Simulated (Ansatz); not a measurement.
# KVSe3 (model cell, started as cubic perovskite with V in the octahedra): a soft mode frozen in, part 2 of 3

Which phase does KVSe3 (model cell, started as cubic perovskite with V in the octahedra) fall into along its unstable mode, and how much energy does it gain?

Ansatz 0.2.0; DFT PBEsol, scalar-relativistic, plane waves, PAW; PAW set soft_1.

So far, highest frequency on the path or at a solved wavevector (cm⁻¹): step 2 (phonons on a q mesh) 256. Also lowest frequency on the path (cm⁻¹): step 2 -106.

The structure was built from a prototype and need not be the compound's stable phase.

### Step 4. The mode frozen in, largest atomic shift 0.22 Å

The atoms are moved along the unstable eigenvector, the largest shift by 0.22 Å, with the cell fixed.

input.yaml reads:

```yaml
crystal:
  lattice:
    - [4.8592117424, 0.0, 0.0]
    - [0.0, 4.8592117424, 0.0]
    - [0.0, 0.0, 9.7184234848]
  atoms:
    - { symbol: K, position: [0.0, 0.0, 0.0] }
    - { symbol: K, position: [0.0, 0.0, 0.5] }
    - { symbol: V, position: [0.5, 0.545274833, 0.25] }
    - { symbol: V, position: [0.5, 0.454725167, 0.75] }
    - { symbol: Se, position: [0.5, 0.5, 0.0] }
    - { symbol: Se, position: [0.5, 0.5, 0.5] }
    - { symbol: Se, position: [0.5, 0.0105020863, 0.25] }
    - { symbol: Se, position: [0.5, -0.0105020863, 0.75] }
    - { symbol: Se, position: [0.0, 0.4867115883, 0.25] }
    - { symbol: Se, position: [0.0, 0.5132884117, 0.75] }
kpoints:
  mp_grid: { grid: [8, 8, 4] }
hamiltonian:
  xc: pbesol
  pseudopotentials: { kind: paw, azcp: { folder: soft_1 }, xc_functional: pbe }
scf:
  occupations: { method: methfessel_paxton, width: 0.2 }
output:
  forces: true
  stress: true
  eigenvalues: true
```

Launch:

```console
$ ansatz run input.yaml --threads 8 --pin off --max-ram 16384MiB --backend cpu --events-out ev --progress --plain --runs-dir out
```

Numbers of over 12 decimals in the logs are rounded to 6 here.

The log of the run:

```text
[...]
Crystal: 10 atoms, lattice volume = 229.471 Å³
Basis set: ecut = 420 eV, 4445 PW (Γ), exchange–correlation on 72×72×144 points (8 copies of the dense FFT grid, shifted against one another)
Bands: 84, of which v1, the nominal top of the filled ones, is band 70 counted from 1 (69 counted from 0)
Symmetry: 8 space group operations
[...]
k-points: 75 of 256
[...]
k-point 0: bands = [... 66 lower, 7.4417, 7.5095, 7.5112, 7.6821, 7.8583, 8.0094, 8.5111, 8.6262, ... 10 higher]
  k-point 1: bands = [... 66 lower, 7.0087, 7.4231, 7.4545, 7.5347, 8.0784, 8.3224, 8.5009, 8.7955, ... 10 higher]
  k-point 2: bands = [... 66 lower, 6.8893, 6.8893, 7.4834, 7.4834, 8.4191, 8.4191, 8.8318, 8.8318, ... 10 higher]
  k-point 74: bands = [... 66 lower, 7.8293, 7.8293, 8.7485, 8.7485, 9.0835, 9.0835, 9.1439, 9.1439, ... 10 higher]
[key lines of the parts left out:]
SCF converged after 12 iterations
Free energy (F): -41354.087970 eV
Fermi energy:    8.374221 eV
P = ⅓ Tr σ = 0.5641 GPa (5.641 kbar)
```

Run time: 11 s. Hardware: 8 threads of Arm Neoverse V2, shared host; peak memory 1.7 GiB; 85 s of CPU time.

This step gave:

- pressure: 0.5641 GPa
- energy from the undistorted cell: -5.36 meV/atom

The energy, extrapolated to zero smearing, is -5.36 meV/atom against the undistorted cell.

The run ends at a pressure of 0.56 GPa, with forces up to 0.35 eV/Å.

### Step 5. Energy along the mode, all amplitudes (two of the runs are shown above)

An imaginary frequency means negative curvature, so the energy should fall and then rise again as anharmonic terms take over.

This step gave:

```
depth at the lowest point sampled  : 5.36 meV/atom
largest atomic shift at that point : 0.22 Å
```

Table of energy from the parent by largest atomic shift:

| largest atomic shift (Å) | energy from the parent (meV/atom) |
| --- | --- |
| 0.000 | 0 |
| 0.040 | -0.326 |
| 0.080 | -1.24 |
| 0.140 | -3.23 |
| 0.220 | -5.36 |
| 0.320 | -5.34 |
| 0.450 | 14.2 |

Displacement at unit largest shift by atom:

| atom | x (Å) | y (Å) | z (Å) | size |
| --- | --- | --- | --- | --- |
| K1 | 0.00 | 0.00 | 0.00 | 0.00 |
| K2 | 0.00 | 0.00 | 0.00 | 0.00 |
| V3 | 0.00 | 1.00 | 0.00 | 1.00 |
| V4 | 0.00 | -1.00 | 0.00 | 1.00 |
| Se5 | 0.00 | 0.00 | 0.00 | 0.00 |
| Se6 | 0.00 | 0.00 | 0.00 | 0.00 |
| Se7 | 0.00 | 0.23 | 0.00 | 0.23 |
| Se8 | 0.00 | -0.23 | 0.00 | 0.23 |
| Se9 | 0.00 | -0.29 | 0.00 | 0.29 |
| Se10 | 0.00 | 0.29 | 0.00 | 0.29 |

The lowest of the steps tried is at 0.22 Å, 5.36 meV/atom below the parent; the bottom of the well need not coincide with a step.

### Step 6. Relaxation from the frozen mode

Starting from the lowest point found, all atoms and the cell are let go, so that strain and other modes of the same symmetry can join in.

Changes to input.yaml since step 4:

```diff
@@ -27 +27,6 @@
   eigenvalues: true
+relax:
+  adjacent_minimum: "off"
+  f_tol: 0.002
+  max_steps: 120
+  cell: { stress_tol: 0.03 }
```

The log of the run:

```text
[...]
Crystal: 10 atoms, lattice volume = 229.471 Å³
Basis set: ecut = 420 eV, 4445 PW (Γ), exchange–correlation on 72×72×144 points (8 copies of the dense FFT grid, shifted against one another)
Bands: 84, of which v1, the nominal top of the filled ones, is band 70 counted from 1 (69 counted from 0)
Symmetry: 8 space group operations
[...]
k-points: 75 of 256
[...]
SCF iter   1: F=—  HF=-41363.540138 eV  |F-HF|=—  |Δ(HF+E_count)|=         —  Δρ=2.00e-1  dr2=1.53e2  ethr=3.10e-3  ⟨swp⟩=6.7  Hψ=22438  notcnv=0
[...]
SCF iter  12: F=-41354.087970 eV  HF=-41354.087970 eV  |F-HF|=3.07e-8  |Δ(HF+E_count)|=   6.72e-8  S|Δr|=    0.00e0  Δρ=3.87e-6  dr2=6.31e-8  ethr=7.14e-11  ⟨swp⟩=12.3  Hψ=28455  notcnv=0
SCF 1 converged in 12 iterations: F = -41354.087970 eV  dr2 = 6.31e-8
[...]
relax step   1: F+E_penalty+E_count = -41354.08797022 eV  Δ(F+E_penalty+E_count) = +0.000e0 eV  max|allowed force component| = 3.549e-1 eV/Å  Δτ_max = 0.0000 Å  P = +0.564 GPa  Ω = 229.471 Å³  (12 SCF iters, dr2 threshold 1.00e-7 eV, accepted)
Crystal: 10 atoms, lattice volume = 230.068 Å³
Basis set: ecut = 420 eV, 4493 PW (Γ), exchange–correlation on 72×72×144 points (8 copies of the dense FFT grid, shifted against one another)
[...]
SCF iter   7: F=-41354.135011 eV  HF=-41354.135011 eV  |F-HF|=1.42e-7  |Δ(HF+E_count)|=   3.76e-7  S|Δr|=    0.00e0  Δρ=6.21e-6  dr2=1.27e-7  ethr=7.14e-10  ⟨swp⟩=6.4  Hψ=26895  notcnv=0
SCF 2 converged in 7 iterations: F = -41354.135011 eV  dr2 = 1.27e-7
relax step   2: F+E_penalty+E_count = -41354.13501100 eV  Δ(F+E_penalty+E_count) = -4.704e-2 eV  max|allowed force component| = 3.069e-1 eV/Å  Δτ_max = 0.1028 Å  P = +0.004 GPa  Ω = 230.068 Å³  energy of the carried Pulay correction = -1.112e-4 eV  (7 SCF iters, dr2 threshold 1.00e-6 eV, accepted)
Crystal: 10 atoms, lattice volume = 230.786 Å³
Basis set: ecut = 420 eV, 4513 PW (Γ), exchange–correlation on 72×72×144 points (8 copies of the dense FFT grid, shifted against one another)
[...]
SCF iter   6: F=-41354.149810 eV  HF=-41354.149811 eV  |F-HF|=1.96e-7  |Δ(HF+E_count)|=   4.40e-7  S|Δr|=    0.00e0  Δρ=5.98e-6  dr2=1.75e-7  ethr=7.14e-10  ⟨swp⟩=6.0  Hψ=27098  notcnv=0
SCF 3 converged in 6 iterations: F = -41354.149810 eV  dr2 = 1.75e-7
relax step   3: F+E_penalty+E_count = -41354.14981044 eV  Δ(F+E_penalty+E_count) = -1.480e-2 eV  max|allowed force component| = 3.290e-1 eV/Å  Δτ_max = 0.0281 Å  P = -0.136 GPa  Ω = 230.786 Å³  energy of the carried Pulay correction = -2.446e-4 eV  (6 SCF iters, dr2 threshold 1.00e-6 eV, accepted)
[... from here on, the SCF cycles and remarks between the steps are left out ...]
relax step   4: F+E_penalty+E_count = -41354.23814267 eV  Δ(F+E_penalty+E_count) = -8.833e-2 eV  max|allowed force component| = 2.183e-1 eV/Å  Δτ_max = 0.1954 Å  P = +0.036 GPa  Ω = 233.906 Å³  energy of the carried Pulay correction = -8.194e-4 eV  (8 SCF iters, dr2 threshold 1.00e-6 eV, accepted)
relax step   5: F+E_penalty+E_count = -41354.32974081 eV  Δ(F+E_penalty+E_count) = -9.160e-2 eV  max|allowed force component| = 1.632e-1 eV/Å  Δτ_max = 0.1115 Å  P = +0.568 GPa  Ω = 235.367 Å³  energy of the carried Pulay correction = -1.086e-3 eV  (7 SCF iters, dr2 threshold 1.00e-6 eV, accepted)
relax step   6: F+E_penalty+E_count = -41354.37473949 eV  Δ(F+E_penalty+E_count) = -4.500e-2 eV  max|allowed force component| = 6.214e-1 eV/Å  Δτ_max = 0.1032 Å  P = +0.664 GPa  Ω = 241.588 Å³  energy of the carried Pulay correction = -2.202e-3 eV  (6 SCF iters, dr2 threshold 1.00e-6 eV, accepted)
relax step   7: F+E_penalty+E_count = -41354.39526249 eV  Δ(F+E_penalty+E_count) = -2.052e-2 eV  max|allowed force component| = 1.190e-1 eV/Å  Δτ_max = 0.0532 Å  P = -0.519 GPa  Ω = 247.911 Å³  energy of the carried Pulay correction = -3.307e-3 eV  (7 SCF iters, dr2 threshold 1.00e-6 eV, accepted)
relax step   8: F+E_penalty+E_count = -41354.40146836 eV  Δ(F+E_penalty+E_count) = -6.206e-3 eV  max|allowed force component| = 6.222e-3 eV/Å  Δτ_max = 0.0207 Å  P = +0.008 GPa  Ω = 244.881 Å³  energy of the carried Pulay correction = -2.781e-3 eV  (5 SCF iters, dr2 threshold 8.85e-7 eV, accepted)
relax step   9: F+E_penalty+E_count = -41354.40150885 eV  Δ(F+E_penalty+E_count) = -4.048e-5 eV  max|allowed force component| = 1.896e-3 eV/Å  Δτ_max = 0.0010 Å  P = -0.002 GPa  Ω = 244.846 Å³  energy of the carried Pulay correction = -2.775e-3 eV  (6 SCF iters, dr2 threshold 5.43e-9 eV, accepted)
relax step  10: F+E_penalty+E_count = -41354.42375919 eV  Δ(F+E_penalty+E_count) = -2.225e-2 eV  max|allowed force component| = 6.901e-3 eV/Å  Δτ_max = 0.0000 Å  P = +0.140 GPa  Ω = 244.846 Å³  stress off target by 3.86e-1 GPa  SCF on the basis re-selected at this cell (its energy is not comparable with the rows above)  (9 SCF iters)
relax step  11: F+E_penalty+E_count = -41354.42775527 eV  Δ(F+E_penalty+E_count) = -3.996e-3 eV  max|allowed force component| = 4.016e-2 eV/Å  Δτ_max = 0.0259 Å  P = +0.050 GPa  Ω = 246.984 Å³  energy of the carried Pulay correction = -3.623e-4 eV  (6 SCF iters, dr2 threshold 3.72e-7 eV, accepted)
relax step  12: F+E_penalty+E_count = -41354.42794912 eV  Δ(F+E_penalty+E_count) = -1.938e-4 eV  max|allowed force component| = 1.746e-3 eV/Å  Δτ_max = 0.0050 Å  P = +0.005 GPa  Ω = 247.487 Å³  energy of the carried Pulay correction = -4.530e-4 eV  (5 SCF iters, dr2 threshold 1.01e-7 eV, accepted)
relax step  13: F+E_penalty+E_count = -41354.42796431 eV  Δ(F+E_penalty+E_count) = -1.519e-5 eV  max|allowed force component| = 1.064e-3 eV/Å  Δτ_max = 0.0030 Å  P = -0.007 GPa  Ω = 247.590 Å³  energy of the carried Pulay correction = -4.715e-4 eV  (8 SCF iters, accepted)
relax step  14: F+E_penalty+E_count = -41354.42797965 eV  Δ(F+E_penalty+E_count) = -1.534e-5 eV  max|allowed force component| = 1.702e-4 eV/Å  Δτ_max = 0.0035 Å  P = -0.001 GPa  Ω = 247.589 Å³  energy of the carried Pulay correction = -4.711e-4 eV  (7 SCF iters, accepted)
[...]
SCF iter   7: F=-41354.428482 eV  HF=-41354.428482 eV  |F-HF|=0.00e0  |Δ(HF+E_count)|=  1.02e-10  S|Δr|=    0.00e0  Δρ=8.86e-8  dr2=1.78e-11  ethr=1.00e-12  ⟨swp⟩=3.5  Hψ=25911  notcnv=0
SCF 15 converged in 7 iterations: F = -41354.428482 eV  dr2 = 1.78e-11
relax step  15: F+E_penalty+E_count = -41354.42848173 eV  Δ(F+E_penalty+E_count) = -5.021e-4 eV  max|allowed force component| = 2.297e-4 eV/Å  Δτ_max = 0.0000 Å  P = -0.003 GPa  Ω = 247.589 Å³  stress off target by 4.18e-3 GPa  SCF on the basis re-selected at this cell (its energy is not comparable with the rows above)  (7 SCF iters)
[...]
SCF converged after 7 iterations
[...]
Free energy (F): -41354.428482 eV
[...]
Internal energy: -41354.448323 eV  (E = F + TS)
E sigma→0 (E₀):  -41354.433442 eV
Entropy (-TS):   0.019841 eV (1.984 meV/atom)
Fermi energy:    7.504488 eV
[...]
--- Forces (eV/Å), atoms counted from 1 ---
  atom   1  K     -0.00000000    -0.00000000     0.00000000
  atom   2  K     -0.00000000    -0.00000000     0.00000000
  atom   3  V      0.00000000     0.00022970     0.00000000
  atom   4  V      0.00000000    -0.00022970     0.00000000
  atom   5  Se    -0.00000000    -0.00000000     0.00000000
  atom   6  Se     0.00000000     0.00000000    -0.00000000
  atom   7  Se     0.00000000    -0.00017356     0.00000000
  atom   8  Se     0.00000000     0.00017356     0.00000000
  atom   9  Se     0.00000000     0.00015146     0.00000000
  atom  10  Se     0.00000000    -0.00015146     0.00000000
  max |Σ_I F_I| component: 2.71e-20 eV/Å
--- Stress (GPa, compression-positive) ---
       -0.004184       0.000000       0.000000
        0.000000      -0.001235       0.000000
        0.000000       0.000000      -0.003526
  P = ⅓ Tr σ = -0.0030 GPa (-0.030 kbar)
--- Band table (eV; the first three rows and the last of 75) ---
  k-point 0: bands = [... 66 lower, 5.9681, 6.0567, 6.7021, 6.9703, 7.1757, 7.4435, 7.6647, 8.5378, ... 10 higher]
  k-point 1: bands = [... 66 lower, 5.7539, 6.0785, 6.1617, 6.8566, 7.4581, 7.6809, 8.0639, 8.3360, ... 10 higher]
  k-point 2: bands = [... 66 lower, 5.5245, 5.5245, 6.3808, 6.3808, 7.9568, 7.9568, 8.2026, 8.2026, ... 10 higher]
  k-point 74: bands = [... 66 lower, 6.9394, 6.9394, 7.2800, 7.2800, 7.6808, 7.6808, 7.9341, 7.9341, ... 10 higher]
--- Relaxed structure (13 steps of the walk, 13 accepted, 2 SCFs on fresh bases) ---
  F+E_penalty+E_count = -41354.42848173 eV   max|allowed force component| = 2.297e-4 eV/Å   (the final SCF, on the basis selected at the relaxed cell)
  cell:  # Å, volume = 247.5895 Å³
    - [4.629937, 0.0, 0.0]
    - [0.0, 5.722500, 0.0]
    - [0.0, 0.0, 9.344826]
  atoms:
    - { symbol: K, position: [0, 0, 0] }
    - { symbol: K, position: [0, 0, 0.500000] }
    - { symbol: V, position: [0.5, 0.597385, 0.250000] }
    - { symbol: V, position: [0.5, 0.402615, 0.75] }
    - { symbol: Se, position: [0.5, 0.5, 0] }
    - { symbol: Se, position: [0.5, 0.5, 0.500000] }
    - { symbol: Se, position: [0.5, -0.015348, 0.250000] }
    - { symbol: Se, position: [0.5, 0.015348, 0.75] }
    - { symbol: Se, position: [0, 0.467248, 0.250000] }
    - { symbol: Se, position: [0, 0.532752, 0.75] }
```

Wall time 2.7 min (8 threads); peak memory 1.8 GiB; 21 min of CPU time.

The steps of the relaxation:

| step | energy less that of the first step (eV) | largest force component (eV/Å) | pressure (GPa) | volume (Å³) |
| --- | --- | --- | --- | --- |
| 1 | 0.0000 | 0.3549 | 0.56 | 229.47 |
| 2 | -0.0470 | 0.3069 | 0.00 | 230.07 |
| 3 | -0.0618 | 0.3290 | -0.14 | 230.79 |
| 4 | -0.1502 | 0.2183 | 0.04 | 233.91 |
| 5 | -0.2418 | 0.1632 | 0.57 | 235.37 |
| 6 | -0.2868 | 0.6214 | 0.66 | 241.59 |
| 7 | -0.3073 | 0.1190 | -0.52 | 247.91 |
| 8 | -0.3135 | 0.0062 | 0.01 | 244.88 |
| 9 | -0.3135 | 0.0019 | 0.00 | 244.85 |
| 10* | -0.3358 | 0.0069 | 0.14 | 244.85 |
| 11 | -0.3398 | 0.0402 | 0.05 | 246.98 |
| 12 | -0.3400 | 0.0017 | 0.00 | 247.49 |
| 13 | -0.3400 | 0.0011 | -0.01 | 247.59 |
| 14 | -0.3400 | 0.0002 | 0.00 | 247.59 |
| 15* | -0.3405 | 0.0002 | 0.00 | 247.59 |

Relaxation steps marked * repeat the geometry before them on a plane-wave basis chosen anew for their cell, so energy and pressure can jump there.

The run keeps the 8 symmetry operations that it works with, so distortions that break them were not tested.

| cell as run | before | after | change |
| --- | --- | --- | --- |
| a (Å) | 4.859 | 4.630 | -4.7 % |
| b (Å) | 4.859 | 5.723 | +17.8 % |
| c (Å) | 9.718 | 9.345 | -3.8 % |
| volume (Å³/atom) | 22.95 | 24.76 | +7.9 % |

The atoms that moved most (Å, as changes of fractional coordinates times the final cell):

| atom | dx | dy | dz | length |
| --- | --- | --- | --- | --- |
| V4 | 0.000 | -0.298 | 0.000 | 0.298 |
| V3 | 0.000 | 0.298 | 0.000 | 0.298 |
| Se7 | 0.000 | -0.148 | 0.000 | 0.148 |
| Se8 | 0.000 | 0.148 | 0.000 | 0.148 |
| Se10 | 0.000 | 0.111 | 0.000 | 0.111 |
| Se9 | 0.000 | -0.111 | 0.000 | 0.111 |

This step gave:

- pressure: -0.002982 GPa
- volume per atom: 24.76 Å³

The distorted start has space group Pmma; the relaxation ends in Pmma.

### Step 7. The new phase in its own primitive cell

The relaxed structure is symmetrised, reduced to its primitive cell and relaxed tightly, as its phonons need.

input.yaml, the sections that differ from step 6:

```yaml
crystal:
  lattice:
    - [9.3448261911, 0.0, 0.0]
    - [0.0, 4.6299372303, 0.0]
    - [0.0, 0.0, 5.7225003072]
  atoms:
    - { symbol: K, position: [0.0, 0.0, 0.0] }
    - { symbol: K, position: [0.5, 0.0, 0.0] }
    - { symbol: V, position: [0.25, 0.5, 0.5973853632] }
    - { symbol: V, position: [0.75, 0.5, 0.4026146368] }
    - { symbol: Se, position: [0.0, 0.5, 0.5] }
    - { symbol: Se, position: [0.5, 0.5, 0.5] }
    - { symbol: Se, position: [0.25, 0.5, 0.9846522484] }
    - { symbol: Se, position: [0.75, 0.5, 0.0153477516] }
    - { symbol: Se, position: [0.25, 0.0, 0.4672476911] }
    - { symbol: Se, position: [0.75, 0.0, 0.5327523089] }
kpoints:
  mp_grid: { grid: [4, 8, 6] }
relax:
  adjacent_minimum: "off"
  f_tol: 0.001
  max_steps: 60
  cell: { stress_tol: 0.01 }
# hamiltonian, scf, output: as in step 6
```

The log of the run:

```text
[...]
Crystal: 10 atoms, lattice volume = 247.589 Å³
Basis set: ecut = 420 eV, 4839 PW (Γ), exchange–correlation on 128×64×80 points (8 copies of the dense FFT grid, shifted against one another)
Bands: 84, of which v1, the nominal top of the filled ones, is band 70 counted from 1 (69 counted from 0)
Symmetry: 8 space group operations
[...]
k-points: 60 of 192
[...]
- { symbol: K, position: [0.5, 0.0, 0] }
    - { symbol: V, position: [0.25, 0.500000, 0.597068] }
    - { symbol: V, position: [0.75, 0.500000, 0.402932] }
    - { symbol: Se, position: [0, 0.500000, 0.500000] }
    - { symbol: Se, position: [0.5, 0.500000, 0.500000] }
    - { symbol: Se, position: [0.25, 0.500000, 0.984573] }
    - { symbol: Se, position: [0.75, 0.500000, 0.015427] }
    - { symbol: Se, position: [0.25, 0.0, 0.466724] }
    - { symbol: Se, position: [0.75, 0.0, 0.533276] }
[key lines of the parts left out:]
SCF converged after 6 iterations
Free energy (F): -41354.428752 eV
Fermi energy:    7.509442 eV
P = ⅓ Tr σ = -0.0004 GPa (-0.004 kbar)
```

The job ended after 49 s (8 threads; peak memory 1.7 GiB).

Little changed from the start: no atom moved by 0.005 Å and no cell edge by 0.1 %.

This step gave:

```yaml
pressure: -3.62e-4 GPa
volume_per_atom: 24.75 Å³
```

The largest force component left is 0.57 meV/Å and the pressure is 0.000 GPa, within the tolerances set. The cell now holds 24.75 Å³/atom.

(Part 2 of 3 ends here.)

[Logs are printed without paths, hosts, clocks, repeated set-up lines and the standing remarks that a program may print on its own settings, such as how far it seeks lower states.]

[Hosts, paths, dates, database ids (printed as entryN), source tags and the programs' standing remarks are cut or masked in the printed files.]
